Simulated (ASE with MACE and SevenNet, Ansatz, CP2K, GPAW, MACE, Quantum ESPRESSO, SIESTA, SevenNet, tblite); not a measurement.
**Machine-learned potentials runs on random rock-salt alloy of CaS and PbS (64 atoms)**

How do the settings of machine-learned potentials change the result for random rock-salt alloy of CaS and PbS (64 atoms)? A plane-wave run serves as the yardstick.

Calculated with ASE with MACE and SevenNet; the method is named at each step.

## Step 1: The structure

The cell holds 64 atoms: 12 Pb, 32 S and 20 Ca. Its edges and angles: a = 11.565 Å, b = 11.565 Å, c = 11.565 Å, α = 90.0°, β = 90.0°, γ = 90.0°. It derives from CaS (rock-salt), repeated 2×2×2. Rock-salt CaS, 2 x 2 x 2 conventional cells, 12 of 32 Ca sites given to Pb at random (x = 0.375), lattice by Vegard's rule (a = 5.782 Å); not relaxed, displaced by a Gaussian of 0.02 Å. Then every atom was moved at random, 0.05 Å r.m.s. a Cartesian component.

The yardstick, on the same geometry:

- method: Kohn-Sham DFT, PBE, SSSP efficiency 1.3.0 pseudopotentials, plane waves (Quantum ESPRESSO 7.5); sssp-pbe-1.3.0-efficiency, cutoffs 45/360 Ry, Γ point
- r.m.s. force component: 0.4224 eV/Å
- longest force: 1.37 eV/Å
- pressure: 2.787 GPa
- gap (highest filled to lowest empty level): 1.836 eV
- time: 5.8 min on 4 MPI ranks of Arm Neoverse V2, shared host
- CPU time: 23 min

## Step 2: MACE MPA-0 medium potential

Method: machine-learned interatomic potential MACE MPA-0 medium, trained on PBE(+U) plane-wave data.

run.py

```python
import numpy as np
from ase.io import read
import mlip  # loads the published weights by name

atoms = read("structure.xyz")
atoms.calc = mlip.calc("mace-mpa-0-medium")
energy = atoms.get_potential_energy()
forces = atoms.get_forces()
print(f"energy {energy:.6f} eV")
print("forces (eV/A)")
for i, (a, f) in enumerate(zip(atoms, forces)):
    print(f"{i:4d} {a.symbol:2s} {f[0]:10.5f} {f[1]:10.5f} {f[2]:10.5f}")
stress = -atoms.get_stress(voigt=False) * 160.21766
print("stress (GPa, compression positive)")
for row in stress:
    print(" ".join(f"{x:10.4f}" for x in row))
```

structure.xyz

```xyz
64
Lattice="11.56460 0.00000 0.00000 0.00000 11.56460 0.00000 0.00000 0.00000 11.56460" Properties=species:S:1:pos:R:3 pbc="T T T"
Pb 11.51811 11.55419 11.49128
S 2.96539 11.55072 11.50805
Pb 11.53187 2.91555 2.95545
S 2.88999 2.89173 2.90850
Ca 2.81876 11.54806 2.89543
S 0.01596 0.01943 2.85542
Ca 2.91150 2.80858 0.01712
S 0.04822 2.79690 0.02556
Pb 0.11611 11.49822 5.83006
S 2.81274 0.00197 5.78947
Ca 11.50828 2.87369 8.64026
S 2.81482 2.95290 8.55734
Ca 2.91983 11.55315 8.62580
S 0.01688 11.52436 8.70097
Pb 2.87057 2.94932 5.84105
S 0.02729 2.93602 5.77906
Ca 0.08037 5.80635 0.02683
S 2.85125 5.78357 11.49359
Pb 11.53916 8.58371 2.89820
S 2.95348 8.73359 2.95695
Ca 2.89022 5.76935 2.82859
S 0.05759 5.80578 2.92029
Pb 2.97661 8.69831 11.53870
S 0.06418 8.70225 11.52274
Pb 11.51002 5.71846 5.75697
S 2.91208 5.72887 5.86441
Ca 0.02047 8.63957 8.78181
S 2.86143 8.66374 8.72121
Ca 2.93174 5.70308 8.60395
S 11.48642 5.69857 8.60707
Ca 2.83980 8.61412 5.81110
S 11.54159 8.65738 5.74125
Ca 5.77351 0.14745 11.55940
S 8.71867 11.55905 11.55061
Pb 5.68724 2.95822 2.94296
S 8.68513 2.89335 2.82292
Ca 8.63332 11.51117 2.99338
S 5.72806 11.49116 2.87380
Ca 8.65437 2.87103 0.03493
S 5.82671 2.91301 11.56125
Ca 5.78311 0.01110 5.78612
S 8.63425 0.00555 5.75755
Ca 5.80809 2.84223 8.66801
S 8.65969 2.89497 8.69924
Pb 8.66223 11.53488 8.66339
S 5.71268 0.06314 8.68455
Ca 8.74423 2.97650 5.76148
S 5.67914 2.89265 5.76345
Ca 5.80427 5.72714 0.03550
S 8.60418 5.77825 11.54425
Ca 5.78022 8.65957 2.91613
S 8.66212 8.63228 2.82419
Pb 8.72873 5.75628 2.95348
S 5.79479 5.83642 2.84813
Ca 8.62430 8.74411 0.00671
S 5.68828 8.61285 0.03654
[... 4 atom lines left out ...]
Pb 8.60788 5.72320 8.64419
S 5.73766 5.74876 8.66362
Pb 8.72295 8.78331 5.92223
S 5.80763 8.62152 5.89101
```

The run is started by

```console
OMP_NUM_THREADS=1 python run.py > output.txt
```

Output:

```text
energy -311.506757 eV
forces (eV/A)
   0 Pb    0.49611   -0.02256    0.50544
   1 S     0.31612    0.77328    0.05076
   2 Pb    0.15272   -0.36398   -0.42957
   3 S    -0.01824    0.07615   -0.78727
   4 Ca    0.16965   -0.02320   -0.10754
   5 S    -0.23062   -0.06081    0.28963
   6 Ca   -0.20136    0.22514   -0.09386
   7 S    -0.14677    1.01069   -0.58465
   8 Pb   -0.50460    0.15960   -0.35877
   9 S     1.06659   -0.66580    0.01685
  10 Ca    0.21597    0.05373    0.22252
  11 S     0.19930   -0.50484    1.22036
  12 Ca   -0.20277   -0.00831    0.21216
  13 S     0.27163    0.00148   -0.39289
  14 Pb    0.10111   -0.15940   -0.34692
  15 S    -1.05150   -0.41343    0.69582
  16 Ca   -0.31322   -0.12570   -0.22096
  17 S     0.21141   -0.74840    0.26406
  18 Pb    0.20386    0.57437   -0.23268
  19 S     0.15809   -0.33948    0.48671
  20 Ca    0.12694    0.15695    0.20695
  21 S     0.46458   -0.17881   -0.92903
  22 Pb   -0.34398   -0.08807    0.22171
  23 S    -1.07448   -0.88588   -0.31310
[...]
56 Ca   -0.33290   -0.38731   -0.09995
  57 S    -1.24376   -0.60592   -0.04757
  58 Ca   -0.68111   -0.14548    0.41520
  59 S     0.53225    0.43887    0.98650
  60 Pb    0.16901    0.06037    0.37090
  61 S    -0.37281    0.02516    0.00482
  62 Pb   -0.20074   -0.27678   -0.79150
  63 S    -0.46505    0.33242   -0.32129
stress (GPa, compression positive)
    2.8788    -0.0282    -0.0275
   -0.0282     2.4671     0.0058
   -0.0275     0.0058     2.6268
```

Elapsed: 6.4 s, on 1 thread of Arm Neoverse V2, shared host; peak memory 0.76 GiB.

Banners, paths, timers and routine set-up lines are dropped from the logs unmarked, and long logs keep their key lines alone; longer cuts are marked.

Against the reference:

```
r.m.s. force component                  : 0.4387 eV/Å
r.m.s. difference of force components   : 71.65 meV/Å
longest difference of force vectors     : 256.4 meV/Å
force difference over r.m.s. force      : 16.96 %
slope of forces against the reference's : 1.025
correlation of force components         : 0.9869
pressure                                : 2.658 GPa
pressure difference                     : -0.1294 GPa
```

Length of the force difference by element (eV/Å):

```csv
element,atoms,mean,most
Ca,20,0.091,0.23
Pb,12,0.13,0.21
S,32,0.11,0.26
```

A closer look about S24, which bears the longest force: 9 atoms, nearest first, numbered in the order of the input, with positions taken from that point.

```csv
atom,x,y,z,distance (Å),bonds,Fx,Fy,Fz (eV/Å)
S24,0.00,0.00,0.00,0.00,6,-1.07,-0.89,-0.31
Ca27,-0.04,-0.06,-2.74,2.74,6,0.04,-0.17,-0.33
Pb1,-0.11,2.85,-0.03,2.85,6,0.50,-0.02,0.51
Ca17,0.02,-2.90,0.07,2.90,6,-0.31,-0.13,-0.22
Pb23,2.91,0.00,0.02,2.91,6,-0.34,-0.09,0.22
Pb19,-0.09,-0.12,2.94,2.94,6,0.20,0.57,-0.23
Ca55,-3.00,0.04,0.05,3.01,6,0.10,-0.35,0.09
S28,2.80,-0.04,-2.80,3.96,6,0.07,0.04,-0.82
S14,-0.05,2.82,-2.82,3.99,6,0.27,0.00,-0.39
```

Atoms are counted from 1 here, from 0 in the log.

Forces lie 17 % from the reference's, at 0.0045 times its CPU time (on 1 against 4 cores).

## Step 3: SevenNet l3i5 potential

Method: machine-learned interatomic potential SevenNet l3i5, trained on PBE(+U) plane-wave data.

Edit run.py of step 2 so:

```diff
@@ -5,3 +5,3 @@
 atoms = read("structure.xyz")
-atoms.calc = mlip.calc("mace-mpa-0-medium")
+atoms.calc = mlip.calc("7net-l3i5")
 energy = atoms.get_potential_energy()
```

structure.xyz is that of step 2.

Output:

```text
energy -311.021912 eV
forces (eV/A)
   0 Pb    0.40799   -0.00238    0.45234
   1 S     0.28936    0.73391    0.04928
   2 Pb    0.11784   -0.31144   -0.41791
   3 S    -0.10739    0.04146   -0.80267
   4 Ca    0.24793   -0.01777   -0.09324
   5 S    -0.19273   -0.06053    0.28800
   6 Ca   -0.13976    0.26336   -0.13848
   7 S    -0.11901    0.97969   -0.57733
   8 Pb   -0.53061    0.13723   -0.28300
   9 S     1.00598   -0.70780    0.01900
  10 Ca    0.15779    0.04277    0.25506
  11 S     0.21300   -0.48884    1.26486
  12 Ca   -0.16511    0.01154    0.17759
  13 S     0.34295    0.02512   -0.36659
  14 Pb    0.09376   -0.18921   -0.36214
  15 S    -0.91967   -0.44732    0.63779
  16 Ca   -0.31756   -0.16608   -0.26510
  17 S     0.21501   -0.73801    0.22683
  18 Pb    0.17668    0.55090   -0.22629
  19 S     0.17629   -0.34028    0.44709
  20 Ca    0.16740    0.17633    0.15917
  21 S     0.47157   -0.20640   -0.91146
  22 Pb   -0.33932   -0.08870    0.23211
  23 S    -0.95736   -0.84388   -0.28776
[...]
56 Ca   -0.31674   -0.34980   -0.06783
  57 S    -1.20845   -0.59217    0.03917
  58 Ca   -0.66773   -0.12802    0.39148
  59 S     0.50996    0.34495    1.09068
  60 Pb    0.14453    0.04742    0.33418
  61 S    -0.37091    0.01009    0.01637
  62 Pb   -0.18584   -0.27889   -0.80122
  63 S    -0.61797    0.31460   -0.34418
stress (GPa, compression positive)
    3.1999    -0.0423    -0.0283
   -0.0423     2.7915    -0.0010
   -0.0283    -0.0010     2.9835
```

Run time: 7.4 s. Hardware: 1 thread; peak memory 0.93 GiB.

Compared with the plane-wave run:

```
r.m.s. force component                  : 0.431 eV/Å
r.m.s. difference of force components   : 71.55 meV/Å
longest difference of force vectors     : 259.4 meV/Å
force difference over r.m.s. force      : 16.94 %
slope of forces against the reference's : 1.006
correlation of force components         : 0.9861
pressure                                : 2.992 GPa
pressure difference                     : 0.2046 GPa
```

Against the first run (17 %), the force difference from the reference is 17 %, at 1.2 times the CPU time.

## Step 4: MACE MP-0b2 small potential

Method: machine-learned interatomic potential MACE MP-0b2 small, trained on PBE(+U) plane-wave data.

Edit run.py of step 3 so:

```diff
@@ -5,3 +5,3 @@
 atoms = read("structure.xyz")
-atoms.calc = mlip.calc("7net-l3i5")
+atoms.calc = mlip.calc("mace-mp-0b2-small")
 energy = atoms.get_potential_energy()
```

structure.xyz is that of step 3.

Output:

```text
energy -311.352126 eV
forces (eV/A)
   0 Pb    0.42938    0.00248    0.46951
   1 S     0.17064    0.57669    0.06725
   2 Pb    0.12595   -0.28953   -0.40353
   3 S    -0.04198    0.04551   -0.59323
   4 Ca    0.23242    0.01824   -0.09322
   5 S    -0.19659   -0.04879    0.17083
   6 Ca   -0.14195    0.17452   -0.06572
   7 S    -0.17262    0.83620   -0.51135
   8 Pb   -0.45128    0.08714   -0.26732
   9 S     0.95553   -0.47420    0.01569
  10 Ca    0.14278    0.00398    0.21889
  11 S     0.22649   -0.47440    1.11137
  12 Ca   -0.18303    0.04968    0.16895
  13 S     0.29672    0.03039   -0.26525
  14 Pb    0.01868   -0.24760   -0.45598
  15 S    -0.77523   -0.36939    0.62047
  16 Ca   -0.38517   -0.14394   -0.18388
  17 S     0.23662   -0.54440    0.20585
  18 Pb    0.16449    0.46487   -0.19668
  19 S     0.07184   -0.34597    0.25265
  20 Ca    0.14270    0.18206    0.17199
  21 S     0.40266   -0.17318   -0.77002
  22 Pb   -0.39850   -0.10468    0.25902
  23 S    -0.81197   -0.72428   -0.23108
[...]
56 Ca   -0.26480   -0.36499   -0.13393
  57 S    -1.17430   -0.50812    0.01912
  58 Ca   -0.66405   -0.13345    0.42760
  59 S     0.57402    0.43441    0.96435
  60 Pb    0.12947    0.04260    0.33364
  61 S    -0.22548   -0.01692    0.03476
  62 Pb   -0.22697   -0.28132   -0.84271
  63 S    -0.42192    0.35706   -0.34060
stress (GPa, compression positive)
    2.6038    -0.0300    -0.0438
   -0.0300     2.2768     0.0171
   -0.0438     0.0171     2.4942
```

Run time: 5.7 s. Hardware: 1 thread; peak memory 0.67 GiB.

Numbers from this run, and their distance from the reference:

```yaml
r_m_s_force_component: 0.386 eV/Å
r_m_s_difference_of_force_components: 82.89 meV/Å
longest_difference_of_force_vectors: 270.5 meV/Å
force_difference_over_r_m_s_force: 19.62 %
slope_of_forces_against_the_reference_s: 0.8982
correlation_of_force_components: 0.983
pressure: 2.458 GPa
pressure_difference: -0.3287 GPa
```

Against the first run (17 %), the force difference from the reference is 20 %, at 0.87 times the CPU time.

## Step 5: Side by side

Differences are against the plane-wave reference, forces as r.m.s. over components; share is that over the reference's r.m.s. force, slope the least-squares factor from reference forces to these. Total energies of different programs have different zeros and aren't compared.

```csv
run,"Δ force, r.m.s. (meV/Å)",share (%),slope,Δ pressure (GPa),cores,CPU time,memory (GiB)
reference,-,-,-,-,4,23 min,3.5
MACE MPA-0 medium potential,71.6,17.0,1.025,-0.129,1,6.3 s,0.76
SevenNet l3i5 potential,71.6,16.9,1.006,0.205,1,7.4 s,0.93
MACE MP-0b2 small potential,82.9,19.6,0.898,-0.329,1,5.5 s,0.67
```

Times of the machine-learned potentials are mostly Python's start and the loading of weights.

CPU time is summed over cores on a shared host, where runs went side by side, so it is rough. Symmetry, cutoffs, thresholds, outputs and thread counts weren't matched or tuned between programs; memory under MPI is the largest rank's times the ranks.

A second geometry, displaced anew (every atom was moved at random, 0.04 Å r.m.s. a Cartesian component), gives an energy difference that all programs can be tested on. The reference puts it at -12.45 meV/atom.

```csv
run,energy less the first geometry's (meV/atom),error (meV/atom),force share at the second geometry (%)
MACE MPA-0 medium potential,-11.88,0.577,19.6
SevenNet l3i5 potential,-11.92,0.534,19.6
MACE MP-0b2 small potential,-10.73,1.73,22.8
```

## Step 6: Outcome

| Quantity | Value |
| --- | --- |
| nearest in forces | a tie at 17 % of 2 runs: MACE MPA-0 medium potential; SevenNet l3i5 potential |

**Reading.** Machine-learned potentials differ by 17 % (SevenNet l3i5 potential) to 20 % (MACE MP-0b2 small potential); they were trained on other programs' data. The energy difference between the two geometries, -12.5 meV/atom in the reference, is met best by SevenNet l3i5 potential (+0.534) and worst by MACE MP-0b2 small potential (+1.73). The reference's pressure holds the uncorrected Pulay stress of its 45 Ry basis, so small pressure differences, and their order, may be the reference's own error. Machine-learned potentials mimic data converged in k, so the reference's own k-point error enters their differences. The host structure and its lattice constant were typed by rule, without a check against the phase diagram. The reference's pressure of 2.8 GPa belongs to a cell and atoms that aren't relaxed at this level. The electronic-structure runs sample only Γ, in a cell whose shortest periodic width is 12 Å. Spin–orbit coupling is left out, which matters for the levels of the heavy elements.

[Also dropped from logs without a mark: logging warnings of Python, and SIESTA's first energy breakdown and zero terms.]

[Logs are printed without paths, hosts, clocks, repeated set-up lines and the standing remarks that a program may print on its own settings, such as how far it seeks lower states.]

[Hosts, paths, dates, database ids (printed as entryN), source tags and the programs' standing remarks are cut or masked in the printed files.]
